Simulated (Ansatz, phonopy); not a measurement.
# Quasi-harmonic thermodynamics of NaI (Fm-3m), part 2 of 4

How much does NaI expand with temperature?

Measurements to reproduce:
- volume expansion coefficient 135 1e-6/K near room temperature (given in “Descriptors for thermal expansion in solids”, 2017, arXiv:1701.03966)

Ansatz 0.2.0; DFT LDA, scalar-relativistic, plane waves, PAW.

So far. Step 5 (Relaxing to small residual forces and stress): The residual pressure is 3.0e-5 GPa, small enough for phonons. Step 6 (Relaxing at another setting): The residual pressure is 2.6e-4 GPa, small enough for phonons. The relaxed cell has a = 6.260 Å (conventional setting).

## Step 7: Phonons on strained cells, cutoff 550 eV, k-mesh 8×8×8

The study relaxes the crystal at several strains, solves the phonons on some of them and minimises the free energy at each temperature (static energy, vibrations, the electrons in a metal, and PV under a set pressure); the q-mesh sets how far the force constants reach.

The input, input.yaml:

```yaml
crystal:
  lattice:
    - [0.0, 3.129871379, 3.129871379]
    - [3.129871379, 0.0, 3.129871379]
    - [3.129871379, 3.129871379, 0.0]
  atoms:
    - { symbol: Na, position: [0.0, 0.0, 0.0] }
    - { symbol: I, position: [0.5, 0.5, 0.5] }
kpoints:
  mp_grid: { grid: [8, 8, 8] }
hamiltonian:
  xc: lda
scf:
  occupations: { method: fixed }
  lower_state_search: "off"
output:
  eigenvalues: true
basis:
  ecutwfc: 550.0
phonons:
  method: dfpt
  qmesh: [4, 4, 4]
  temperatures: { t_max: 500.0, t_step: 25 }
  thermal_expansion: {}
```

The run is started by

```
ansatz run input.yaml --threads 8 --pin off --max-ram 16384MiB --backend cpu --events-out ev --progress --plain --runs-dir out
```

Numbers of over 12 decimals in the logs are rounded to 6 here.

What it wrote:

```text
[...]
Crystal: 2 atoms, lattice volume = 61.321 Å³
Basis set: ecut = 550 eV, 1807 PW (Γ), exchange–correlation on 72×72×72 points (8 copies of the dense FFT grid, shifted against one another)
Bands: 17, of which v1, the nominal top of the filled ones, is band 13 counted from 1 (12 counted from 0)
Symmetry: 48 space group operations
[...]
k-points: 29 of 512
[...]
SCF iter   1: F=—  HF=-8825.018458 eV  |F-HF|=—  |Δ(HF+E_count)|=         —  Δρ=5.80e-3  dr2=7.87e-3  ethr=1.77e-3  ⟨swp⟩=5.1  Hψ=2230  notcnv=0  defer=53
[...]
SCF iter   8: F=-8825.012902 eV  HF=-8825.012902 eV  |F-HF|=3.64e-12  |Δ(HF+E_count)|=  1.04e-10  Δρ=5.53e-8  dr2=3.93e-12  ethr=1.00e-12  ⟨swp⟩=8.6  Hψ=2786  notcnv=0
SCF 1 converged in 8 iterations: F = -8825.012902 eV  dr2 = 3.93e-12
[...]
relax step   1: F+E_penalty+E_count = -8825.01290173 eV  Δ(F+E_penalty+E_count) = +0.000e0 eV  max|allowed force component| = 1.618e-28 eV/Å  Δτ_max = 0.0000 Å  (8 SCF iters, accepted)
SCF converged after 8 iterations
Free energy (F): -8825.012902 eV
[...]
Internal energy: -8825.012902 eV  (E = F + TS)
E sigma→0 (E₀):  -8825.012902 eV
Fermi energy:    3.750881 eV
[...]
--- Stress (GPa, compression-positive) ---
        0.000261       0.000000       0.000000
       -0.000000       0.000261      -0.000000
        0.000000      -0.000000       0.000261
  P = ⅓ Tr σ = 0.0003 GPa (0.003 kbar)
--- Band table (eV; the first three rows and the last of 29) ---
  k-point 0: bands = [... 9 lower, -7.6559, 3.7509, 3.7509, 3.7509, 7.3709, 11.5874, 11.5874, 11.5874]
  k-point 1: bands = [... 9 lower, -7.5994, 3.1816, 3.6941, 3.6941, 7.9594, 11.1996, 11.7637, 11.7637]
  k-point 2: bands = [... 9 lower, -7.4562, 2.1862, 3.5646, 3.5646, 8.6691, 11.3274, 11.6887, 11.6887]
  k-point 28: bands = [... 9 lower, -7.1232, 2.0314, 2.0314, 2.5993, 9.6248, 11.2152, 11.2152, 11.7115]
── thermal expansion: 3 new cells, 3 in all ──
thermal expansion: relaxation of cell 2
thermal expansion: relaxation of cell 3
── thermal expansion: 2 new cells, 5 in all ──
thermal expansion: relaxation of cell 4
thermal expansion: phonons of cell 4
thermal expansion: relaxation of cell 5
thermal expansion: phonons of cell 5
── thermal expansion: 7 new cells, 12 in all ──
thermal expansion: relaxation of cell 6
thermal expansion: relaxation of cell 7
thermal expansion: relaxation of cell 8
thermal expansion: relaxation of cell 9
thermal expansion: relaxation of cell 10
thermal expansion: relaxation of cell 11
thermal expansion: relaxation of cell 12
thermal expansion: phonons of cell 6
thermal expansion: phonons of cell 7
thermal expansion: phonons of cell 8
thermal expansion: phonons of cell 9
--- Relaxed structure (1 steps of the walk, 1 accepted, 0 SCFs on fresh bases) ---
  F+E_penalty+E_count = -8825.01290173 eV   max|allowed force component| = 1.618e-28 eV/Å
  atoms:
    - { symbol: Na, position: [0.0, 0.0, 0.0] }
    - { symbol: I, position: [0.500000, 0.500000, 0.500000] }
--- Thermal expansion: 12 cells in 3 rounds, 0 GPa ---
  no lower state was looked for at cell 4: scf.lower_state_search: off
  without vibrations: a 4.42632, b 4.42632, c 4.42632 Å, V 61.3217 Å³, B 20.77 GPa
  at 0 K: a 4.43933, b 4.43933, c 4.43933 Å, V 61.8640 Å³, B 20.21 GPa
  zero-point expansion: a +0.294, b +0.294, c +0.294, V +0.884 %
      T/K        a/Å        b/Å        c/Å       V/Å³ | expansion of a, b, c, V (1e-6/K)   | that of V in the mean from 25 °C | C_P, C_V (J/mol K of the cell) | B_T, B_S (GPa)
     0.00    4.43933    4.43933    4.43933    61.8640 |    0.00    0.00    0.00    0.00 |   97.53 |     0.000     0.000 |    20.21    20.21
    50.00    4.44108    4.44108    4.44108    61.9369 |   19.53   19.53   19.53   58.59 |  112.57 |    28.459    28.331 |    20.01    20.10
   100.00    4.44715    4.44715    4.44715    62.1913 |   32.78   32.78   32.78   98.33 |  120.82 |    42.668    41.964 |    19.45    19.78
   150.00    4.45509    4.45509    4.45509    62.5252 |   38.02   38.02   38.02  114.07 |  126.23 |    47.488    46.105 |    18.81    19.38
   200.00    4.46395    4.46395    4.46395    62.8988 |   41.24   41.24   41.24  123.72 |  130.80 |    49.841    47.738 |    18.14    18.94
   250.00    4.47347    4.47347    4.47347    63.3020 |   43.93   43.93   43.93  131.80 |  135.18 |    51.411    48.525 |    17.43    18.47
   298.15    4.48321    4.48321    4.48321    63.7168 |   46.50   46.50   46.50  139.51 |       - |    52.668    48.946 |    16.72    17.99
   325.00    4.48891    4.48891    4.48891    63.9597 |   48.01   48.01   48.01  144.04 |  142.02 |    53.338    49.105 |    16.30    17.71
   375.00    4.50003    4.50003    4.50003    64.4366 |   51.09   51.09   51.09  153.28 |  147.00 |    54.611    49.314 |    15.49    17.15
   425.00    4.51194    4.51194    4.51194    64.9494 |   54.69   54.69   54.69  164.08 |  152.50 |    56.001    49.454 |    14.63    16.56
   475.00    4.52477    4.52477    4.52477    65.5051 |   59.06   59.06   59.06  177.18 |  158.71 |    57.609    49.552 |    13.70    15.92
   500.00    4.53160    4.53160    4.53160    65.8021 |   61.64   61.64   61.64  184.92 |  162.14 |    58.535    49.590 |    13.20    15.58
  the static fit leaves 0.000 meV an atom of the energies and, of the stresses, 0.000 GPa of each cell's largest along a strain (root mean squares over the cells), whose Pulay part it has at -0.002 GPa
  vibrations' free energy: its fit leaves 0.0000 meV an atom at the most
  the electrons' free energy at temperature is not in it: every band gap is over 0.52 eV
  free energies summed between the sampled wave vectors
  estimated error of the fitted expansion in any direction: up to 0.087e-6/K, at 500 K (an estimate, not a bound: it was exceeded on models of known expansion)
  by sums over the sampled wave vectors an expansion of the volume parts by up to 0.85e-6/K
  by a static energy of one degree less an expansion of the volume parts by up to 0.58e-6/K
  band gaps on the cells' k-points are 3.305 to 3.716 eV
```

The job ended after 13 min (8 threads of Arm Neoverse V1, shared host; peak memory 1.9 GiB; 1.7 h of CPU time).

This step gave:

```
pressure                                         : 2.61e-4 GPa
volume expansion coefficient at 298 K            : 139.5 1e-6/K
C_P at 298 K                                     : 26.33 J/mol-atom/K
entropy at 298 K                                 : 48.99 J/mol-atom/K
isothermal bulk modulus at 298 K                 : 16.71 GPa
Grüneisen parameter at 298 K                     : 1.828
volume at 298 K                                  : 31.86 Å³/atom
principal linear expansion coefficients at 298 K : 46.5, 46.5, 46.5 1e-6/K
```

Strained cells of the study; zero-point energy where phonons were solved; the pressures are stresses at a fixed cutoff and can carry an offset from the finite basis. Expansion cells, by row:

```
cell  |a| (Å)  |b| (Å)  |c| (Å)  V (Å³/atom)  E - E_lowest (meV/atom)  pressure, compression positive (GPa)  gap (eV)  zero-point energy (meV/atom)
   1    4.426    4.426    4.426        30.66                        0                                -0.001      3.62                             -
   2    4.462    4.462    4.462         31.4                     1.11                                 -0.47     3.547                             -
   3    4.391    4.391    4.391        29.94                    1.162                                 0.524     3.697                             -
   4    4.427    4.427    4.427        30.67                        0                                -0.007     3.619                         18.09
   5    4.449    4.449    4.449        31.13                    0.454                                -0.307     3.573                         17.57
   6    4.479    4.479    4.479        31.76                    2.383                                -0.673     3.513                         16.89
   7    4.505    4.505    4.505        32.32                     5.25                                -0.966     3.462                          16.3
   8    4.531    4.531    4.531        32.89                    9.161                                -1.233     3.414                         15.71
   9    4.557    4.557    4.557        33.47                    14.06                                -1.476     3.367                         15.13
  10    4.383    4.383    4.383        29.76                    1.797                                  0.66     3.716                             -
  11    4.405    4.405    4.405        30.21                    0.435                                 0.315     3.667                             -
  12    4.594    4.594    4.594        34.28                    22.29                                -1.774     3.305                             -
```

Quasi-harmonic; a, b, c are the run's own cell vectors. Expansion, by row:

```
T (K)  a (Å)  b (Å)  c (Å)  alpha (deg)  beta (deg)  gamma (deg)  cell volume (Å³/cell)  alpha_a (1e-6/K)  alpha_b (1e-6/K)  alpha_c (1e-6/K)  alpha_V (1e-6/K)  C_P (J/mol-atom/K)  C_V (J/mol-atom/K)  S (J/mol-atom/K)  B_T (GPa)  B_S (GPa)  Grueneisen  extrapolation  fit error (1e-6/K)
    0  4.439  4.439  4.439           60          60           60                  61.86                 0                 0                 0                 0                   0                   0                 0      20.21      20.21           -              0                   0
   25   4.44   4.44   4.44           60          60           60                  61.87              7.12              7.12              7.12             21.35               6.436               6.432             3.005      20.18      20.19       1.248              0                   0
   50  4.441  4.441  4.441           60          60           60                  61.94             19.53             19.53             19.53             58.59               14.23               14.16             10.04      20.01       20.1       1.544              0                0.01
   75  4.444  4.444  4.444           60          60           60                  62.05             27.92             27.92             27.92             83.75               18.83               18.63             16.78      19.75      19.95       1.658              0                0.01
  100  4.447  4.447  4.447           60          60           60                  62.19             32.78             32.78             32.78             98.33               21.33               20.98             22.57      19.45      19.78       1.707              0                0.02
  125  4.451  4.451  4.451           60          60           60                  62.35             35.84             35.84             35.84             107.5                22.8               22.28              27.5      19.14      19.58       1.734              0                0.02
  150  4.455  4.455  4.455           60          60           60                  62.53             38.02             38.02             38.02             114.1               23.74               23.05             31.75      18.81      19.38       1.753              0                0.02
  175  4.459  4.459  4.459           60          60           60                  62.71             39.75             39.75             39.75             119.2               24.41               23.54             35.46      18.48      19.16       1.767              0                0.03
  200  4.464  4.464  4.464           60          60           60                   62.9             41.24             41.24             41.24             123.7               24.92               23.87             38.76      18.14      18.94       1.781              0                0.03
  225  4.469  4.469  4.469           60          60           60                   63.1             42.61             42.61             42.61             127.8               25.34                24.1             41.72      17.79      18.71       1.793              0                0.04
  250  4.473  4.473  4.473           60          60           60                   63.3             43.93             43.93             43.93             131.8                25.7               24.26              44.4      17.43      18.47       1.805              0                0.04
  275  4.478  4.478  4.478           60          60           60                  63.51             45.25             45.25             45.25             135.8               26.04               24.39             46.87      17.06      18.22       1.817              0                0.05
298.1  4.483  4.483  4.483           60          60           60                  63.72              46.5              46.5              46.5             139.5               26.33               24.47             48.99      16.72      17.99       1.828              0                0.05
  300  4.484  4.484  4.484           60          60           60                  63.73              46.6              46.6              46.6             139.8               26.36               24.48             49.15      16.69      17.97       1.829              0                0.05
  325  4.489  4.489  4.489           60          60           60                  63.96             48.01             48.01             48.01               144               26.67               24.55             51.27       16.3      17.71       1.842              0                0.05
  350  4.494  4.494  4.494           60          60           60                  64.19              49.5              49.5              49.5             148.5               26.98               24.61             53.26       15.9      17.43       1.855              0                0.06
  375    4.5    4.5    4.5           60          60           60                  64.44             51.09             51.09             51.09             153.3                27.3               24.66             55.13      15.49      17.15       1.868              0                0.06
  400  4.506  4.506  4.506           60          60           60                  64.69             52.82             52.82             52.82             158.4               27.64                24.7              56.9      15.07      16.86       1.883              0                0.07
  425  4.512  4.512  4.512           60          60           60                  64.95             54.69             54.69             54.69             164.1                  28               24.73             58.59      14.63      16.56       1.898              0                0.07
  450  4.518  4.518  4.518           60          60           60                  65.22             56.76             56.76             56.76             170.3               28.39               24.75              60.2      14.17      16.25       1.915              0                0.07
  475  4.525  4.525  4.525           60          60           60                  65.51             59.06             59.06             59.06             177.2                28.8               24.78             61.75       13.7      15.92       1.932              0                0.07
  500  4.532  4.532  4.532           60          60           60                   65.8             61.64             61.64             61.64             184.9               29.27                24.8             63.24       13.2      15.58       1.951              0                0.09
```

The expansion coefficient by temperature; values in 1e-6/K:

```csv
temperature (K),volume,principal 1
0,0,0
25,21.4,7.12
50,58.6,19.5
75,83.8,27.9
100,98.3,32.8
125,108,35.8
150,114,38.0
175,119,39.8
200,124,41.2
225,128,42.6
250,132,43.9
275,136,45.2
298,140,46.5
300,140,46.6
325,144,48.0
350,148,49.5
375,153,51.1
400,158,52.8
425,164,54.7
450,170,56.8
475,177,59.1
500,185,61.6
```

At 298 K the volume expansion is 140 × 10⁻⁶/K and B_T is 16.7 GPa.

## Step 8: Free-energy fit

This step: DFT LDA, scalar-relativistic, plane waves, PAW (phonopy 4.10.0).

This step gave:

| Quantity | Value |
| --- | --- |
| volume expansion coefficient at 300 K | 140.0 1e-6/K |
| isothermal bulk modulus at 300 K | 16.67 GPa |
| C_P at 300 K | 26.38 J/mol-atom/K |
| Grüneisen parameter at 300 K | 1.829 |

Energy (each curve on its own zero) against volume; values in meV/atom:

```csv
volume (Å³/atom),static,F at 0 K,F at 300 K,F at 500 K
30.67,0,1.47,6.24,10.3
31.13,0.45,1.41,4.62,7.31
31.76,2.38,2.66,3.71,4.57
32.32,5.25,4.93,4.02,3.23
32.89,9.16,8.26,5.28,2.78
33.47,14.1,12.6,7.44,3.16
```

Phonopy-qha, vinet fit of F(V) at each temperature. Qha vinet, by row:

```
T (K)  fitted volume (Å³/atom)  alpha_V (1e-6/K)  B_T (GPa)  C_P (J/mol-atom/K)  Grueneisen
   75                    31.02             81.98      19.75               18.81       1.624
  100                     31.1              97.4      19.46               21.39       1.692
  125                    31.18               107      19.15               22.87       1.727
  150                    31.26             113.8      18.82               23.81       1.748
  175                    31.35               119      18.49               24.47       1.765
  200                    31.45             123.6      18.14               24.97       1.779
  225                    31.55             127.8      17.79               25.38       1.792
  250                    31.65             131.8      17.42               25.74       1.804
  275                    31.76             135.8      17.05               26.07       1.816
  300                    31.87               140      16.67               26.38       1.829
  325                    31.98             144.3      16.27                26.7       1.842
  350                     32.1             148.8      15.87               27.01       1.856
  375                    32.22             153.7      15.46               27.33        1.87
  400                    32.34             158.9      15.04               27.67       1.885
  425                    32.48             164.5      14.61               28.02         1.9
  450                    32.61             170.6      14.17               28.41       1.917
  475                    32.75             177.2      13.71               28.82       1.935
```

The volume expansion coefficient by temperature; values in 1e-6/K:

```
temperature (K)  phonopy-qha, Vinet  Ansatz's own study
             75                82.0                83.8
            100                97.4                98.3
            125                 107                 108
            150                 114                 114
            175                 119                 119
            200                 124                 124
            225                 128                 128
            250                 132                 132
            275                 136                 136
            300                 140                 140
            325                 144                 144
            350                 149                 148
            375                 154                 153
            400                 159                 158
            425                 164                 164
            450                 171                 170
            475                 177                 177
```

The fit gives a volume expansion of 140 × 10⁻⁶/K at 300 K, against 140 at 298 K from the study itself, whose static fit uses more cells.

(Part 2 of 4 ends here.)

[Logs are printed without paths, hosts, clocks, repeated set-up lines and the standing remarks that a program may print on its own settings, such as how far it seeks lower states.]

[Hosts, paths, dates, database ids (printed as entryN), source tags and the programs' standing remarks are cut or masked in the printed files.]

[A step with changed settings may run another functional than the one named; its input shows which.]
